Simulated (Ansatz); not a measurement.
# Tc of LuAl2 (Fd-3m) from its phonons, part 2 of 2

What Tc do the phonons of LuAl2 (Fd-3m) give, and how does it depend on μ*? The cell shown first is a relaxed one, from steps not shown here.

Ansatz 0.2.0; DFT PBEsol, scalar-relativistic, plane waves, PAW.

So far, log mean phonon energy ħω_log (meV): step 2 (electron–phonon run: q 2×2×2, k 6×6×6, scattering 12×12×12) 18.6.

## 3. Resistivity: q 3×3×3, k 9×9×9, scattering 12×12×12

The next rung changes the q mesh, which sets the reach of the force constants and couplings; the k mesh of the density and its response.

input.yaml

```yaml
crystal:
  lattice:
    - [0.0, 3.8366761489, 3.8366761489]
    - [3.8366761489, 0.0, 3.8366761489]
    - [3.8366761489, 3.8366761489, 0.0]
  atoms:
    - { symbol: Lu, position: [0.5, 0.5, 0.5] }
    - { symbol: Lu, position: [0.75, 0.75, 0.75] }
    - { symbol: Al, position: [0.125, 0.125, 0.125] }
    - { symbol: Al, position: [0.625, 0.125, 0.125] }
    - { symbol: Al, position: [0.125, 0.625, 0.125] }
    - { symbol: Al, position: [0.125, 0.125, 0.625] }
kpoints:
  mp_grid: { grid: [9, 9, 9] }
hamiltonian:
  xc: pbesol
scf:
  occupations: { method: methfessel_paxton, width: 0.2 }
output:
  eigenvalues: true
phonons:
  method: dfpt
  qmesh: [3, 3, 3]
  temperatures: { t_max: 1000, t_step: 50 }
  qpath:
    path:
      - [[0.0, 0.0, 0.0], [0.5, 0.0, 0.5], [0.625, 0.25, 0.625]]
      - [[0.375, 0.375, 0.75], [0.0, 0.0, 0.0], [0.5, 0.5, 0.5], [0.5, 0.25, 0.75], [0.5, 0.0, 0.5]]
    npoints: 6
  electrical_resistivity:
    mesh: [12, 12, 12]
    temperatures: [20.0, 50.0, 80.0, 100.0, 150.0, 200.0, 273.0, 300.0, 400.0, 500.0, 600.0, 800.0]
  superconductivity: { mesh: [12, 12, 12] }
```

Launch:

```sh
$ ansatz run input.yaml --threads 16 --pin off --max-ram 61440MiB --backend cuda --events-out ev --progress --plain --runs-dir out
```

Numbers of over 12 decimals in the logs are rounded to 6 here.

The program printed:

```text
[...]
concurrent solve slots: 12 of 16 are kept, ahead of what memory takes: no pass of the eigensolver takes more rounds on 12
[...]
Crystal: 6 atoms, lattice volume = 112.952 Å³
Basis set: ecut = 420 eV, 2229 PW (Γ), exchange–correlation on 80×80×80 points (8 copies of the dense FFT grid, shifted against one another)
Bands: 38, of which v1, the nominal top of the filled ones, is band 31 counted from 1 (30 counted from 0)
Symmetry: 48 space group operations
k-points: 35 of 729
[...]
SCF iter   1: F=—  HF=-31324.121956 eV  |F-HF|=—  |Δ(HF+E_count)|=         —  Δρ=1.76e-3  dr2=3.96e-3  ethr=1.77e-3  ⟨swp⟩=8.9  Hψ=7196  notcnv=0
[...]
SCF iter   2: F=—  HF=-31324.120150 eV  |F-HF|=—  |Δ(HF+E_count)|=   1.81e-3  S|Δr|=    0.00e0  Δρ=1.11e-3  dr2=1.67e-3  ethr=6.38e-6  ⟨swp⟩=3.0  Hψ=3335  notcnv=0
[...]
SCF iter  11: F=-31324.119728 eV  HF=-31324.119728 eV  |F-HF|=1.46e-11  |Δ(HF+E_count)|=  7.28e-12  S|Δr|=    0.00e0  Δρ=1.33e-8  dr2=2.26e-13  ethr=1.00e-12  ⟨swp⟩=14.1  Hψ=10021  notcnv=0
SCF 1 converged in 11 iterations: F = -31324.119728 eV  dr2 = 2.26e-13
[...]
SCF iter   1: F=—  HF=-31324.119872 eV  |F-HF|=—  |Δ(HF+E_count)|=         —  Δρ=7.61e-7  dr2=1.43e-10  ethr=2.73e-8  ⟨swp⟩=5.5  Hψ=13326  notcnv=0
[...]
SCF 2 converged in 4 iterations: F = -31324.119728 eV  dr2 = 6.67e-12
[...]
SCF 3 converged in 11 iterations: F = -31324.119728 eV  dr2 = 2.28e-13
[...]
SCF converged after 11 iterations
[...]
800.00      6.0638e1              no      6.0638e1      6.0638e1      6.0638e1        6.5877e1          5.9825e1
[...]
not converged in the mesh (λ; the resistivity at 20 K by 5.84 %; the resistivity at 50 K by 4.55 %; the resistivity at 80 K by 4.21 %; the resistivity at 100 K by 4.09 %; the resistivity at 150 K by 3.51 %; the resistivity at 200 K by 2.57 %; the resistivity at 500 K by 2.37 %; the resistivity at 600 K by 2.97 %; the resistivity at 800 K by 2.86 %): between neighbouring meshes, the two finest first, λ moves by 2.89 [...]
  vibrations of 27 cells: unjudged by the run; compare a larger repeat
[...]
--- Superconductivity: potentials and phonons of a 3×3×3 supercell ---
           mesh         λ    ħω_log (meV)  μ* declared at (meV)
       12×12×12    0.3803          18.476               23.540
          6×6×6    0.3693          18.212               23.214
          3×3×3    0.5859          19.190               24.032
  λ by the species' shares of the modes' patterns: Lu 0.1802, Al 0.2001
[...]
0.08      1.088         1.106         0.975         0.971         1.006         1.000          1.000
      0.10      0.666         0.676         0.578         0.578         0.603         0.601          0.602
      0.12      0.367         0.372         0.312         0.313         0.330         0.331          0.332
      0.13      0.259         0.263         0.219         0.221         0.234         0.235          0.236
      0.14      0.175         0.178         0.148         0.150         0.160         0.162          0.163
      0.16      0.069         0.070    none_found    none_found    none_found    none_found     none_found
      0.20      0.004         0.004    none_found    none_found    none_found    none_found     none_found
  none_found: no transition down to 0.1 K
[...]
vibrations of 27 cells: unjudged by the run; compare a larger repeat
[...]
```

The job ended after 59 s (1 × NVIDIA GB200 with 16 threads of Arm Neoverse V2, shared host; peak memory 8.3 GiB).

Numbers from this step:

| Item | Value |
| --- | --- |
| zero-point energy | 0.2222 eV/cell |
| highest frequency, solved or plainly interpolated | 431.8 cm⁻¹ |
| mean sound speed | 3.683 km/s |
| Debye temperature elastic | 412 K |
| Debye temperature (second moment) | 409 K |
| resistivity at 300 K | 23.97 μΩ cm |
| coupling constant λ | 0.3803 |
| density of states at the Fermi level | 1.923 states/eV a spin and cell |
| log mean phonon energy ħω_log | 18.48 meV |
| transport coupling constant λ_tr | 0.3949, 0.3949, 0.3949 (xx, yy, zz) |
| Drude plasma energy | 4.245, 4.245, 4.245 eV (xx, yy, zz) |
| resistivity times mean free path | 13.82, 13.82, 13.82 × 10⁻¹⁶ Ω m² (xx, yy, zz) |
| second-moment phonon energy ħω₂ | 23.54 meV |

An empty cell: under 1 mK by a formula, or no transition down to the floor of the Eliashberg search. Transition temperatures:

```
  μ*  McMillan Tc (K)  Allen–Dynes Tc (K)  isotropic Fermi-surface Tc (K)  isotropic full bandwidth Tc (K)  anisotropic Fermi-surface Tc (K)  anisotropic full bandwidth Tc (K)  anisotropic narrow window Tc (K)
0.08             1.09                1.11                           0.975                            0.971                              1.01                                  1                                 1
 0.1            0.666               0.676                           0.578                            0.578                             0.603                              0.601                             0.602
0.12            0.367               0.372                           0.312                            0.313                              0.33                              0.331                             0.332
0.13            0.259               0.263                           0.219                            0.221                             0.234                              0.235                             0.236
0.14            0.175               0.178                           0.148                             0.15                              0.16                              0.162                             0.163
0.16           0.0687              0.0695                               -                                -                                 -                                  -                                 -
 0.2          0.00371             0.00374                               -                                -                                 -                                  -                                 -
```

The Eliashberg function α²F has structure finer than the step of the table below, so its rows give means over 2 meV, whole bins alone (the curve runs from 0.209 to 53.2 meV). Peaks (meV: height): α²F 11.5: 0.207, 13.2: 0.483, 20.7: 0.260, 29.0: 0.285, 29.9: 0.423, 30.7: 0.499, 37.8: 0.196; α²F tr 10.2: 0.209, 11.5: 0.224, 13.2: 0.491, 20.7: 0.260, 29.0: 0.296, 29.9: 0.409, 30.7: 0.442.

The Eliashberg function α²F by phonon energy; means over each step:

```
phonon energy (meV)      α²F   α²F tr
                  2   2.3e-4   8.5e-5
                  4  0.00186  0.00105
                  6  0.00674  0.00488
                  8   0.0238   0.0210
                 10    0.107    0.128
                 12    0.199    0.218
                 14    0.191    0.185
                 16        0        0
                 18        0        0
                 20   0.0708   0.0701
                 22    0.126    0.127
                 24    0.102    0.109
                 26    0.120    0.138
                 28    0.151    0.167
                 30    0.352    0.330
                 32    0.128    0.104
                 34        0        0
                 36   0.0544   0.0627
                 38    0.138    0.143
                 40   0.0311   0.0307
                 42   0.0418   0.0468
                 44   0.0298   0.0358
                 46   0.0184   0.0205
                 48   0.0451   0.0594
                 50   0.0472   0.0576
                 52   0.0153   0.0188
```

The Eliashberg function α²F has structure finer than the step of the table below, so its rows give means over 2 meV, whole bins alone (the curve runs from 0.209 to 53.2 meV). Peaks (meV: height): α²F 11.5: 0.207, 13.2: 0.483, 20.7: 0.260, 29.0: 0.285, 29.9: 0.423, 30.7: 0.499, 37.8: 0.196; Lu 10.2: 0.174, 11.5: 0.205, 13.2: 0.466; Al 20.7: 0.242, 24.0: 0.153, 27.3: 0.164, 29.0: 0.281, 29.9: 0.417, 30.7: 0.493, 37.8: 0.195.

Table of Eliashberg function α²F by phonon energy; means over each step:

```
phonon energy (meV)      α²F       Lu       Al
                  2   2.3e-4   1.6e-4   3.2e-5
                  4  0.00186  0.00151   3.9e-4
                  6  0.00674  0.00563  0.00112
                  8   0.0238   0.0213  0.00251
                 10    0.107    0.104  0.00296
                 12    0.199    0.194  0.00546
                 14    0.191    0.186  0.00510
                 16        0        0        0
                 18        0        0        0
                 20   0.0708  0.00507   0.0657
                 22    0.126  0.00606    0.120
                 24    0.102  0.00213   0.0995
                 26    0.120  0.00261    0.117
                 28    0.151  0.00271    0.148
                 30    0.352  0.00457    0.348
                 32    0.128  0.00127    0.127
                 34        0        0        0
                 36   0.0544   4.8e-5   0.0543
                 38    0.138   2.3e-4    0.138
                 40   0.0311   3.4e-5   0.0311
                 42   0.0418        0   0.0418
                 44   0.0298        0   0.0298
                 46   0.0184        0   0.0184
                 48   0.0451        0   0.0450
                 50   0.0472        0   0.0472
                 52   0.0153        0   0.0153
```

Anisotropic full-bandwidth solution, weighted at the Fermi level. Gaps:

```
 mu*   T (K)  mean gap (meV)  5 % (meV)  95 % (meV)  mean Z
 0.1    0.15          0.0903     0.0796       0.101    1.38
 0.1     0.3          0.0863     0.0761      0.0962    1.38
 0.1   0.451          0.0698     0.0616      0.0778    1.38
 0.1   0.541          0.0473     0.0417      0.0527    1.38
0.13  0.0589          0.0352     0.0304      0.0399    1.38
0.13   0.118          0.0336      0.029      0.0381    1.38
0.13   0.177          0.0272     0.0235      0.0308    1.38
0.13   0.212          0.0184     0.0159      0.0208    1.38
```

Table of dTc/da2F by phonon energy:

```
phonon energy (meV)  dTc/da2F (K/meV)
                2.5                 -
                5.0              1.61
                7.5              1.19
               10.0             0.946
               12.5             0.782
               15.0             0.665
               17.5             0.577
               20.0             0.508
               22.5             0.453
               25.0             0.407
               27.5             0.369
               30.0             0.337
               32.5             0.310
               35.0             0.286
               37.5             0.265
               40.0             0.246
               42.5             0.230
               45.0             0.215
               47.5             0.202
               50.0             0.191
               52.5             0.181
```

Table of share of the Fermi-level states by lambda of a state:

```
lambda of a state  share of the Fermi-level states
           0.3330                                0
           0.3410                           0.0976
           0.3490                           0.0452
           0.3580                           0.0982
           0.3660                           0.0688
           0.3740                            0.245
           0.3820                           0.0344
           0.3900                            0.151
           0.3990                            0.161
           0.4070                           0.0045
           0.4150                           0.0599
           0.4230                           0.0087
           0.4320                                0
           0.4400                                0
           0.4480                           7.0e-4
           0.4560                           3.0e-4
           0.4650                           0.0106
           0.4730                                0
           0.4810                                0
           0.4890                           0.0072
           0.4970                           0.0045
           0.5060                           3.0e-4
           0.5140                                0
           0.5220                           0.0021
```

## 4. Results

```
meshes                                 : q 3×3×3, k 9×9×9, scattering 12×12×12
coupling constant λ                    : 0.380
log mean phonon energy ħω_log          : 18.5 meV
Allen–Dynes Tc at μ* = 0.1             : 0.676 K
Allen–Dynes Tc at μ* = 0.13            : 0.263 K
anisotropic Eliashberg Tc at μ* = 0.1  : 0.601 K
anisotropic Eliashberg Tc at μ* = 0.13 : 0.235 K
```

**Reading.** In the last run (PBEsol, q 3×3×3, k 9×9×9, scattering 12×12×12), with λ = 0.38 and ħω_log = 18.5 meV, Tc at μ* = 0.13 is 0.26 K by McMillan's formula, 0.26 K by Allen and Dynes's and 0.23 K by the anisotropic Eliashberg equations. Raising μ* from 0.10 to 0.16 lowers the Allen–Dynes value from 0.68 to 0.070 K. The mean gap at a quarter of Tc gives 2Δ/k_B Tc = 3.48, against 3.53 in weak-coupling theory. The gap spreads from 0.030 to 0.040 meV over nine tenths of the Fermi surface. By the run's own test λ is not converged in the fine mesh: it moves by 3 % between the two finest, and by up to 5 % in the other runs. The run's transport test calls it not converged in the mesh. Over the runs, λ takes the values 0.387 and 0.380, in the order shown. μ* is a typed number, phonons are harmonic, and spin fluctuations are left out; at μ* = 0.13 McMillan's formula turns 1 % in λ into about 8.6 % in Tc.

[Logs are printed without paths, hosts, clocks, repeated set-up lines and the standing remarks that a program may print on its own settings, such as how far it seeks lower states.]

[Hosts, paths, dates, database ids (printed as entryN), source tags and the programs' standing remarks are cut or masked in the printed files.]
